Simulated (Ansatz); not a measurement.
# LiTi2 (built on the sites of a database entry of Zr2Cu): relaxing the cell for a phonon run

Aim: bring LiTi2 (built on the sites of a database entry of Zr2Cu) to small forces and stress, as phonons need.

Program: Ansatz 0.2.0. Level of theory: DFT PBEsol, scalar-relativistic, plane waves, PAW. Results are calculated unless marked as measured.

The structure was built from a prototype and need not be the compound's stable phase.

### 1. The starting structure

The structure is tetragonal, space group I4/mmm (No. 139). Conventional cell: a = 3.025 Å, b = 3.025 Å, c = 10.503 Å, α = 90.00°, β = 90.00°, γ = 90.00°. Ti has 4 Li at 2.72 Å and 8 Ti at 2.85 to 3.02 Å nearest. Nearest to Li lie 8 Ti at 2.72 Å and 4 Li at 3.02 Å. Farther neighbours are not listed.

### 2. A coarse first look

A quick single point on a coarse mesh tells whether the cell has a gap and how far it is from rest, which sets the k mesh and smearing that follow.

File input.yaml:

```yaml
crystal:
  lattice:
    - [-1.51227, 1.51227, 5.25153]
    - [1.51227, -1.51227, 5.25153]
    - [1.51227, 1.51227, -5.25153]
  atoms:
    - { symbol: Ti, position: [0.34, 0.34, 0.0] }
    - { symbol: Ti, position: [0.66, 0.66, 0.0] }
    - { symbol: Li, position: [0.0, 0.0, 0.0] }
kpoints:
  mp_grid: { grid: [8, 8, 8] }
hamiltonian:
  xc: pbesol
scf:
  occupations: { method: gaussian, width: 0.1 }
output:
  forces: true
  stress: true
  eigenvalues: true
```

The run is started by

```sh
ansatz run input.yaml --threads 8 --pin off --max-ram 14336MiB --backend cpu --events-out ev --progress --plain --runs-dir out
```

Numbers of over 12 decimals in the logs are rounded to 6 here.

The log of the run:

```text
[...]
--- Band table (eV; the first three rows and the last of 59) ---
  k-point 0: bands = [... 10 lower, 7.4950, 8.8825, 9.6043, 10.3686, 11.3750, 11.3750, 12.2581, 12.3842]
  k-point 1: bands = [... 10 lower, 7.9786, 9.0952, 9.5992, 10.3517, 11.1461, 11.2137, 11.3570, 12.0081]
  k-point 2: bands = [... 10 lower, 8.9533, 9.3182, 9.4971, 10.1787, 10.7340, 10.7779, 11.1391, 11.4597]
  k-point 58: bands = [... 10 lower, 6.4795, 8.7551, 8.8491, 10.5704, 11.0508, 11.0508, 12.2821, 12.5546]
[key lines of the parts left out:]
SCF converged after 6 iterations
Free energy (F): -5149.979317 eV
Fermi energy:    10.174056 eV
P = ⅓ Tr σ = -1.8693 GPa (-18.693 kbar)
```

It took 0.94 s on 8 threads of Arm Neoverse V2, shared host; peak memory 0.4 GiB.

This step gave:

| Property | Result |
| --- | --- |
| pressure | -1.869 GPa |
| volume per atom | 16.01 Å³ |
| gap on the k-mesh | 0 eV |

The coarse mesh shows no gap and a pressure of -1.9 GPa.

### 3. Rough relaxation

The start is far from rest, so a relaxation with loose tolerances brings it close first.

Changes to input.yaml since step 2:

```diff
@@ -10,3 +10,3 @@
 kpoints:
-  mp_grid: { grid: [8, 8, 8] }
+  mp_grid: { grid: [10, 10, 10] }
 hamiltonian:
@@ -19 +19,6 @@
   eigenvalues: true
+relax:
+  adjacent_minimum: "off"
+  f_tol: 0.05
+  max_steps: 80
+  cell: { stress_tol: 0.5 }
```

The log of the run:

```text
[...]
Crystal: 3 atoms, lattice volume = 48.040 Å³
Basis set: ecut = 420 eV, 925 PW (Γ), FFT grids on a1+a3, a2+a3, a3, exchange–correlation on 48×48×80 points (8 copies of the dense FFT grid, shifted against one another)
Bands: 18, of which v1, the nominal top of the filled ones, is band 14 counted from 1 (13 counted from 0)
Symmetry: 16 space group operations
[...]
F+E_penalty+E_count = -5150.38508651 eV   max|allowed force component| = 8.429e-3 eV/Å   (the final SCF, on the basis selected at the relaxed cell)
  cell:  # Å, volume = 53.3266 Å³
    - [-1.377394, 1.377394, 7.026955]
    - [1.377394, -1.377394, 7.026955]
    - [1.377394, 1.377394, -7.026955]
  atoms:
    - { symbol: Ti, position: [0.317649, 0.317649, 0] }
    - { symbol: Ti, position: [0.682351, 0.682351, 0] }
    - { symbol: Li, position: [-1.1010908414479845e-19, -1.1010908414480604e-19, 0] }
[key lines of the parts left out:]
SCF converged after 7 iterations
Free energy (F): -5150.385087 eV
Fermi energy:    8.848511 eV
P = ⅓ Tr σ = -0.1484 GPa (-1.484 kbar)
```

It took 10 s on 8 threads; peak memory 0.46 GiB; 71 s of CPU time.

Relaxation path:

| step | energy less that of the first step (eV) | largest force component (eV/Å) | pressure (GPa) | volume (Å³) |
| --- | --- | --- | --- | --- |
| 1 | 0.0000 | 1.0331 | -1.92 | 48.04 |
| 2 | 0.0039 | 1.4427 | 6.96 | 47.18 |
| 3 | -0.1365 | 0.3509 | -0.45 | 48.63 |
| 4 | -0.1811 | 0.0941 | 1.05 | 48.82 |
| 5 | -0.2252 | 0.0921 | 0.57 | 49.63 |
| 6 | -0.2733 | 0.0309 | 0.80 | 49.85 |
| 7 | -0.2938 | 0.0314 | -0.19 | 50.81 |
| 8* | -0.3158 | 0.0329 | 0.56 | 50.81 |
| 9 | -0.3444 | 0.1173 | 0.41 | 51.24 |
| 10 | -0.3823 | 0.0682 | 1.38 | 51.55 |
| 11 | -0.3981 | 0.0035 | 0.12 | 52.75 |
| 12* | -0.4017 | 0.0037 | 0.28 | 52.75 |
| 13 | -0.4025 | 0.0085 | -0.15 | 53.33 |
| 14* | -0.4026 | 0.0084 | -0.15 | 53.33 |

Relaxation steps marked * repeat the geometry before them on a plane-wave basis chosen anew for their cell, so energy and pressure can jump there. Relaxation step 2 was tried and not accepted.

The run keeps the 16 symmetry operations that it works with, so distortions that break them were not tested.

| cell as run | before | after | change |
| --- | --- | --- | --- |
| a (Å) | 5.670 | 7.292 | +28.6 % |
| b (Å) | 5.670 | 7.292 | +28.6 % |
| c (Å) | 5.670 | 7.292 | +28.6 % |
| α (°) | 149.06 | 158.22 | +6.1 % |
| β (°) | 149.06 | 158.22 | +6.1 % |
| γ (°) | 44.32 | 30.99 | -30.1 % |
| volume (Å³/atom) | 16.01 | 17.78 | +11.0 % |

The atoms that moved most (Å, as changes of fractional coordinates times the final cell):

| atom | dx | dy | dz | length |
| --- | --- | --- | --- | --- |
| Ti1 | 0.000 | 0.000 | -0.314 | 0.314 |
| Ti2 | 0.000 | 0.000 | 0.314 | 0.314 |

The relaxed structure:

```xyz
3
Lattice="-1.3774 1.3774 7.0270 1.3774 -1.3774 7.0270 1.3774 1.3774 -7.0270" Properties=species:S:1:pos:R:3 pbc="T T T"
Ti    0.0000    0.0000    4.4642
Ti    0.0000    0.0000    9.5897
Li    0.0000    0.0000    0.0000
```

This step gave:

```
pressure        : -0.1484 GPa
volume per atom : 17.78 Å³
```

In this step the volume went from 16.01 to 17.78 Å³/atom.

### 4. Bringing the structure to rest

Harmonic phonons are second derivatives at a point where the forces vanish, and they are wanted at zero stress, so atoms and cell are relaxed first.

File input.yaml:

```yaml
crystal:
  lattice:
    - [-1.3773941512, 1.3773941512, 7.0269550743]
    - [1.3773941512, -1.3773941512, 7.0269550743]
    - [1.3773941512, 1.3773941512, -7.0269550743]
  atoms:
    - { symbol: Ti, position: [0.3176490668, 0.3176490668, 0.0] }
    - { symbol: Ti, position: [0.6823509332, 0.6823509332, 0.0] }
    - { symbol: Li, position: [0.0, 0.0, 0.0] }
kpoints:
  mp_grid: { grid: [22, 22, 22] }
hamiltonian:
  xc: pbesol
scf:
  occupations: { method: gaussian, width: 0.1 }
output:
  forces: true
  stress: true
  eigenvalues: true
  write_density: true
  write_potential: true
  elf: true
  volumetric_format: npy
relax:
  adjacent_minimum: "off"
  f_tol: 0.005
  max_steps: 80
  cell: { stress_tol: 0.05 }
```

The log of the run:

```text
[...]
Crystal: 3 atoms, lattice volume = 53.327 Å³
Basis set: ecut = 420 eV, 1043 PW (Γ), FFT grids on a1−a2, a2, a1+a3, exchange–correlation on 54×100×40 points (8 copies of the dense FFT grid, shifted against one another)
Bands: 18, of which v1, the nominal top of the filled ones, is band 14 counted from 1 (13 counted from 0)
Symmetry: 16 space group operations
[...]
k-points: 834 of 10648
[...]
SCF iter   1: F=—  HF=-5150.399163 eV  |F-HF|=—  |Δ(HF+E_count)|=         —  Δρ=7.02e-3  dr2=6.12e-2  ethr=1.77e-3  ⟨swp⟩=3.9  Hψ=56251  notcnv=0
[...]
SCF iter   7: F=-5150.385573 eV  HF=-5150.385573 eV  |F-HF|=4.29e-9  |Δ(HF+E_count)|=   4.14e-8  Δρ=4.25e-6  dr2=1.33e-8  ethr=3.70e-10  ⟨swp⟩=7.7  Hψ=88528  notcnv=0
SCF 1 converged in 7 iterations: F = -5150.385573 eV  dr2 = 1.33e-8
[...]
relax step   1: F+E_penalty+E_count = -5150.38557326 eV  Δ(F+E_penalty+E_count) = +0.000e0 eV  max|allowed force component| = 1.451e-2 eV/Å  Δτ_max = 0.0000 Å  P = -0.128 GPa  Ω = 53.327 Å³  (7 SCF iters, dr2 threshold 1.00e-7 eV, accepted)
Crystal: 3 atoms, lattice volume = 53.195 Å³
[...]
SCF iter   6: F=-5150.385622 eV  HF=-5150.385622 eV  |F-HF|=6.91e-11  |Δ(HF+E_count)|=  5.93e-10  Δρ=4.76e-7  dr2=1.87e-10  ethr=9.13e-12  ⟨swp⟩=3.9  Hψ=69958  notcnv=0
SCF 2 converged in 6 iterations: F = -5150.385622 eV  dr2 = 1.87e-10
relax step   2: F+E_penalty+E_count = -5150.38562201 eV  Δ(F+E_penalty+E_count) = -4.875e-5 eV  max|allowed force component| = 7.829e-3 eV/Å  Δτ_max = 0.0000 Å  P = +0.056 GPa  Ω = 53.195 Å³  energy of the carried Pulay correction = +7.149e-6 eV  (6 SCF iters, dr2 threshold 8.07e-8 eV, accepted)
Crystal: 3 atoms, lattice volume = 53.219 Å³
[...]
SCF iter   6: F=-5150.385628 eV  HF=-5150.385628 eV  |F-HF|=7.28e-12  |Δ(HF+E_count)|=  7.28e-11  Δρ=1.50e-7  dr2=1.62e-11  ethr=1.89e-12  ⟨swp⟩=3.8  Hψ=63164  notcnv=0
SCF 3 converged in 6 iterations: F = -5150.385628 eV  dr2 = 1.62e-11
relax step   3: F+E_penalty+E_count = -5150.38562831 eV  Δ(F+E_penalty+E_count) = -6.296e-6 eV  max|allowed force component| = 9.710e-4 eV/Å  Δτ_max = 0.0004 Å  P = +0.005 GPa  Ω = 53.219 Å³  energy of the carried Pulay correction = +5.853e-6 eV  (6 SCF iters, accepted)
[...]
SCF iter   1: F=—  HF=-5150.385633 eV  |F-HF|=—  |Δ(HF+E_count)|=         —  Δρ=1.05e-6  dr2=3.13e-10  ethr=3.75e-8  ⟨swp⟩=2.8  Hψ=97993  notcnv=0
eigensolver tolerance schedule: the retry pair's looser diagonalisation over-reported the residual by 32348.42 of it (diagonalisation noise at 0.64 of the residual, at the tolerance the schedule requests for it); recorded, not acted on — ethr = c·dr2/N_el stays at c = 1.0e-1
[...]
SCF iter   2: F=—  HF=-5150.385623 eV  |F-HF|=—  |Δ(HF+E_count)|=   1.04e-5  Δρ=5.51e-7  dr2=3.19e-11  ethr=1.16e-12  ⟨swp⟩=2.4  Hψ=27121  notcnv=0
[...]
SCF iter   7: F=-5150.385623 eV  HF=-5150.385623 eV  |F-HF|=1.82e-12  |Δ(HF+E_count)|=  2.73e-12  Δρ=4.57e-9  dr2=1.19e-14  ethr=1.00e-12  ⟨swp⟩=2.0  Hψ=42270  notcnv=0
SCF 4 converged in 7 iterations: F = -5150.385623 eV  dr2 = 1.19e-14
relax step   4: F+E_penalty+E_count = -5150.38562280 eV  Δ(F+E_penalty+E_count) = +5.506e-6 eV  max|allowed force component| = 9.641e-4 eV/Å  Δτ_max = 0.0000 Å  P = +0.005 GPa  Ω = 53.219 Å³  stress off target by 1.05e-2 GPa  SCF on the basis re-selected at this cell (its energy is not comparable with the rows above)  (7 SCF iters)
basis re-selected at this cell: Δ(F+E_penalty+E_count) = +5.506e-6 eV, ΔP = -0.000 GPa vs the last step (what re-selecting the basis moved, of the pressure what is left beyond the Pulay correction that the steps carried, after the strain that the cell walked since its last selection, with what the two solves' SCF thresholds leave and, on support functions, any second-order correction that the steps lacked; it is no m [...]
SCF converged after 7 iterations
Free energy (F): -5150.385623 eV
[...]
Internal energy: -5150.374953 eV  (E = F + TS)
E sigma→0 (E₀):  -5150.380288 eV
Entropy (-TS):   -0.010670 eV (-3.557 meV/atom)
Fermi energy:    8.889794 eV
[...]
--- Forces (eV/Å), atoms counted from 1 ---
  atom   1  Ti     0.00000000     0.00000000    -0.00096408
  atom   2  Ti     0.00000000     0.00000000     0.00096408
  atom   3  Li    -0.00000000    -0.00000000     0.00000000
  max |Σ_I F_I| component: 2.39e-18 eV/Å
--- Stress (GPa, compression-positive) ---
        0.010545      -0.000000      -0.000000
       -0.000000       0.010545      -0.000000
        0.000000       0.000000      -0.005811
  P = ⅓ Tr σ = 0.0051 GPa (0.051 kbar)
--- Band table (eV; the first three rows and the last of 834) ---
  k-point 0: bands = [... 10 lower, 5.6787, 7.2113, 7.2980, 8.2681, 8.9732, 10.5598, 10.5598, 11.3372]
  k-point 1: bands = [... 10 lower, 5.7637, 7.2517, 7.3493, 8.2891, 9.0163, 10.5073, 10.6138, 11.2059]
  k-point 2: bands = [... 10 lower, 6.0116, 7.3669, 7.4994, 8.3530, 9.1432, 10.3609, 10.7572, 10.8954]
  k-point 833: bands = [... 10 lower, 5.1052, 6.9710, 7.2958, 8.9774, 9.2497, 10.5495, 10.5495, 11.4218]
--- Relaxed structure (3 steps of the walk, 3 accepted, 1 SCFs on fresh bases) ---
[...]
cell:  # Å, volume = 53.2190 Å³
    - [-1.377064, 1.377064, 7.016147]
    - [1.377064, -1.377064, 7.016147]
    - [1.377064, 1.377064, -7.016147]
  atoms:
    - { symbol: Ti, position: [0.317675, 0.317675, 0] }
    - { symbol: Ti, position: [0.682325, 0.682325, 0] }
    - { symbol: Li, position: [0, 0, 0] }
```

Elapsed: 26 s, on 8 threads; peak memory 1 GiB.

The steps of the relaxation:

| step | energy less that of the first step (eV) | largest force component (eV/Å) | pressure (GPa) | volume (Å³) |
| --- | --- | --- | --- | --- |
| 1 | 0.0000 | 0.0145 | -0.13 | 53.33 |
| 2 | 0.0000 | 0.0078 | 0.06 | 53.20 |
| 3 | -0.0001 | 0.0010 | 0.01 | 53.22 |
| 4* | -0.0001 | 0.0010 | 0.01 | 53.22 |

Relaxation steps marked * repeat the geometry before them on a plane-wave basis chosen anew for their cell, so energy and pressure can jump there.

The run keeps the 16 symmetry operations that it works with, so distortions that break them were not tested.

| conventional cell, symmetrised | before | after | change |
| --- | --- | --- | --- |
| a (Å) | 2.755 | 2.754 | -0.0 % |
| b (Å) | 2.755 | 2.754 | -0.0 % |
| c (Å) | 14.054 | 14.032 | -0.2 % |
| volume (Å³/atom) | 17.78 | 17.74 | -0.2 % |

The relaxed structure:

```cif
data_structure
_symmetry_space_group_name_H-M 'P 1'
_symmetry_Int_Tables_number 1
_cell_length_a 7.2814
_cell_length_b 7.2814
_cell_length_c 7.2814
_cell_angle_alpha 158.197
_cell_angle_beta 158.197
_cell_angle_gamma 31.026
_cell_volume 53.22
loop_
_atom_site_label
_atom_site_type_symbol
_atom_site_fract_x
_atom_site_fract_y
_atom_site_fract_z
_atom_site_occupancy
Ti1 Ti 0.31767 0.31767 0.00000 1
Ti2 Ti 0.68233 0.68233 0.00000 1
Li3 Li 0.00000 0.00000 0.00000 1
```

This step gave:

- pressure: 0.005093 GPa
- volume per atom: 17.74 Å³

ELF in the ab plane of the cell as run, not the conventional one, at fractional z = 0.000, with atoms of Ti and Li within 0.2 Å of it. It is the smooth field of the valence electrons, not physical close to the nuclei.

Ten even steps from '_' (0.02) to '@' (0.95), each cell a mean:
```
@@@@::..++++--........::----==****++..==
==%%**__::++--....::::..::==++**####++..
..::==..__--==::..--++==::::++**######++
++..______..==--..::**++++--::++######**
**++::______::==::..==++--++--::++******
======--::..::====....++--..==--::++++==
::::::====------==--..::++::..++--::==--
........--==========--..::++----++::::--
....::....::--========--..::++++++==..::
....--==--....--========--....==++++::..
::..--++**==....--========--....::--::..
::::::++++==++::..--==========::........
::--::--++::--++::..--====--====--::....
--====::--==..--++....====--::::====--::
++++**++::====::++==..::==--..__..--++++
****####++::--++++**--..--==::______::++
++########++::--++++==....==--____......
..++######**==::::----::..::==::__==**::
==..++##**++==--::........::==++..::%%@@
@@==..++**++--::::::......::==**++..==@@
```
Columns run along a (7.3 Å), rows up along b (7.3 Å). Atoms in or near the plane, at fractional coordinates: Ti at (0.32, 0.32), Ti at (0.68, 0.68), Li at (0.00, 0.00).

Electrostatic potential energy in the ab plane of the cell as run, not the conventional one, at fractional z = 0.000, with atoms of Ti and Li within 0.2 Å of it. With pseudopotentials it is smooth inside the atoms' cores, unlike the true potential.

Values in eV, 11 rows by 16 columns, each cell a mean:
```
-20 -18   0  10  11   9   4  -1   1   6   9  11  12  12  10  -2
  6  -4  -6   5  10  10   6  -8 -21 -16  -2   9  12  12  12  11
 11  10   8   7   9  10  10   4 -16 -28 -27 -15   4  11  12  12
  9   9  10  10  10  11  11  11   5 -13 -27 -29 -22  -2   9  10
  5  -1   0   6  10  11  12  12  11   8  -4 -21 -28 -22  -3   7
  6  -6 -19 -18  -5   7  11  12  12  12  10   5  -7 -16 -12   2
  8   6 -11 -27 -28 -18   0  10  12  12  11  11  10   6   3   4
 10  10   8  -8 -26 -29 -25  -6   8  11  11  10  10  10  10  10
 12  12  12  10  -1 -19 -28 -25  -6   8  10   9   7   5   8  11
  8  12  12  12  11   7  -4 -15 -14   0   9  11   8  -2 -11  -3
-17   3  11  12  11   9   8   6   3   3   7  10  11   8  -7 -24
```
Columns run along a (7.3 Å; values clipped at the 3rd and 97th percentile), rows up along b (7.3 Å). Atoms in or near the plane, at fractional coordinates: Ti at (0.32, 0.32), Ti at (0.68, 0.68), Li at (0.00, 0.00).

Valence density in the ab plane of the cell as run, not the conventional one, at fractional z = 0.000, with atoms of Ti and Li within 0.2 Å of it. It is the smooth field of the valence electrons, not physical close to the nuclei.

Ten even steps from '0' (0.05 × 1e0 e/Å³) to '9' (9.82 × 1e0 e/Å³), each cell a mean:
```
64000000000000000001
13100000000000000000
00000000002100000000
00000000002531000000
00000000001585100000
00000000000279610000
00000000000038951000
00000000000003783000
00000000000000255100
00110000000000012200
00134100000000000000
00026620000000000000
00015983000000000000
00001698200000000000
00000169610000000000
00000015640000000000
00000001231000000000
00000000011000000010
10000000000000000034
61000000000000000016
```
Columns run along a (7.3 Å), rows up along b (7.3 Å). Atoms in or near the plane, at fractional coordinates: Ti at (0.32, 0.32), Ti at (0.68, 0.68), Li at (0.00, 0.00).

In this step the volume went from 17.78 to 17.74 Å³/atom.

### 5. Tight relaxation

Phonons need a cell at rest on their own settings, so the relaxation is repeated with tight tolerances on forces and stress on the k mesh and occupations of the first response run.

File input.yaml:

```yaml
crystal:
  lattice:
    - [-1.3770635626, 1.3770635626, 7.0161467988]
    - [1.3770635626, -1.3770635626, 7.0161467988]
    - [1.3770635626, 1.3770635626, -7.0161467988]
  atoms:
    - { symbol: Ti, position: [0.3176748828, 0.3176748828, 0.0] }
    - { symbol: Ti, position: [0.6823251172, 0.6823251172, 0.0] }
    - { symbol: Li, position: [0.0, 0.0, 0.0] }
kpoints:
  mp_grid: { grid: [24, 24, 24] }
hamiltonian:
  xc: pbesol
scf:
  occupations: { method: methfessel_paxton, width: 0.2 }
output:
  forces: true
  stress: true
  eigenvalues: true
relax:
  adjacent_minimum: "off"
  f_tol: 0.001
  max_steps: 60
  cell: { stress_tol: 0.01 }
```

The log of the run:

```text
[...]
Crystal: 3 atoms, lattice volume = 53.219 Å³
Basis set: ecut = 420 eV, 1043 PW (Γ), FFT grids on a1+a3, a2+a3, a3, exchange–correlation on 40×40×100 points (8 copies of the dense FFT grid, shifted against one another)
Bands: 18, of which v1, the nominal top of the filled ones, is band 14 counted from 1 (13 counted from 0)
Symmetry: 16 space group operations
[...]
--- Relaxed structure (3 steps of the walk, 3 accepted, 1 SCFs on fresh bases) ---
[...]
cell:  # Å, volume = 53.2447 Å³
    - [-1.376985, 1.376985, 7.020342]
    - [1.376985, -1.376985, 7.020342]
    - [1.376985, 1.376985, -7.020342]
  atoms:
    - { symbol: Ti, position: [0.317591, 0.317591, 0] }
    - { symbol: Ti, position: [0.682409, 0.682409, 0] }
    - { symbol: Li, position: [0, 0, 0] }
[key lines of the parts left out:]
SCF converged after 5 iterations
Free energy (F): -5150.379077 eV
Fermi energy:    8.882369 eV
P = ⅓ Tr σ = -0.0011 GPa (-0.011 kbar)
```

Wall time 25 s (8 threads); peak memory 1.2 GiB; 3.1 min of CPU time.

Little changed from the start: no atom moved by 0.005 Å and no cell edge by 0.1 %.

Numbers from this step:

```
pressure        : -0.001130 GPa
volume per atom : 17.75 Å³
```

The largest force component left is 0.42 meV/Å and the pressure is -0.001 GPa, within the tolerances set. The cell now holds 17.75 Å³/atom.

### 6. What came out

| Property | Result |
| --- | --- |
| space group after relaxation (within 0.01 Å) | I4/mmm |
| lattice constant a | 2.754 Å |
| lattice constant b | 2.754 Å |
| lattice constant c | 14.041 Å |
| volume per atom | 17.7 Å³ |

**Reading.** The largest force component left is 0.42 meV/Å and the pressure is -0.001 GPa, within the tolerances set. The cell now holds 17.75 Å³/atom. The relaxation keeps the symmetry of its start, so it says nothing on stability against lower symmetry. The runs are without spin polarisation, although the cell has an odd electron count. The starting cell was built on a prototype and not taken from a measurement, so the phase need not exist.

[Logs are printed without paths, hosts, clocks, repeated set-up lines and the standing remarks that a program may print on its own settings, such as how far it seeks lower states.]

[Hosts, paths, dates, database ids (printed as entryN), source tags and the programs' standing remarks are cut or masked in the printed files.]
